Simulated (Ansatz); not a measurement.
LiMgBN2 (I-4m2), computed twice by G0W0.

It takes space group I-4m2 (No. 119, tetragonal). Conventional cell: a = 3.819 Å, b = 3.819 Å, c = 8.887 Å, α = 90.00°, β = 90.00°, γ = 90.00°. Li has 4 N at 2.10 Å nearest. Mg has 4 N at 2.10 Å nearest. B has 2 N at 1.34 Å nearest. N has 1 B at 1.34 Å and 2 Li at 2.10 Å and 2 Mg at 2.10 Å nearest. Farther neighbours and most contacts between anions are not listed.

```yaml
crystal:
  lattice:
    - [-1.90966, 1.90966, 4.44352]
    - [1.90966, -1.90966, 4.44352]
    - [1.90966, 1.90966, -4.44352]
  atoms:
    - { symbol: Li, position: [0.25000, 0.75000, 0.50000] }
    - { symbol: Mg, position: [0.75000, 0.25000, 0.50000] }
    - { symbol: B, position: [0.50000, 0.50000, 0.00000] }
    - { symbol: N, position: [0.65126, 0.65126, 0.00000] }
    - { symbol: N, position: [0.34874, 0.34874, 0.00000] }
```

The cell and positions are those that the Materials Project relaxed with its own functionals (PBE, PBE+U or r2SCAN), kept fixed.

The first (Ansatz 0.2.0; start PBE, 6×6×6 mesh, 238 empty bands, screening to 138 eV, PAW set soft_1 files; 1 × NVIDIA H100 80GB HBM3 (shared by 6 runs) with 3 threads of AMD EPYC 7R13 (Zen 3), shared host) gave, on its mesh: starting gap 2.60 eV, G0W0 gap 4.26 eV, RPA ε∞ (mean) 2.92, 1.7 min.

**Question.** The second changes mesh from 6×6×6 to 4×4×4. What does it give?

It gave: starting gap 2.60 eV, G0W0 gap 4.27 eV, RPA ε∞ (mean) 2.93, 20 s. The G0W0 gap moves by +0.01 eV, −0.0003 eV from the start and +0.01 eV from the correction. Σc changes by +0.02 eV at the valence top and −0.03 eV at the conduction bottom, and Σx − Vxc between them by +0.07 eV.

Limits: not at the basis limit.

[Paths, hosts, dates, memory and timing lines, banners, echoed tables and standing remarks are left out of the program output.]

[Logs are printed without paths, hosts, clocks, repeated set-up lines and the standing remarks that a program may print on its own settings, such as how far it seeks lower states.]

[Runs of the session that timed out or met a known fault of the program may be left out.]

[Cells called generated may have been cut or substituted from an entry of the Crystallography Open Database or the Materials Project.]

[Hosts, paths, dates, database ids (printed as entryN), source tags and the programs' standing remarks are cut or masked in the printed files.]
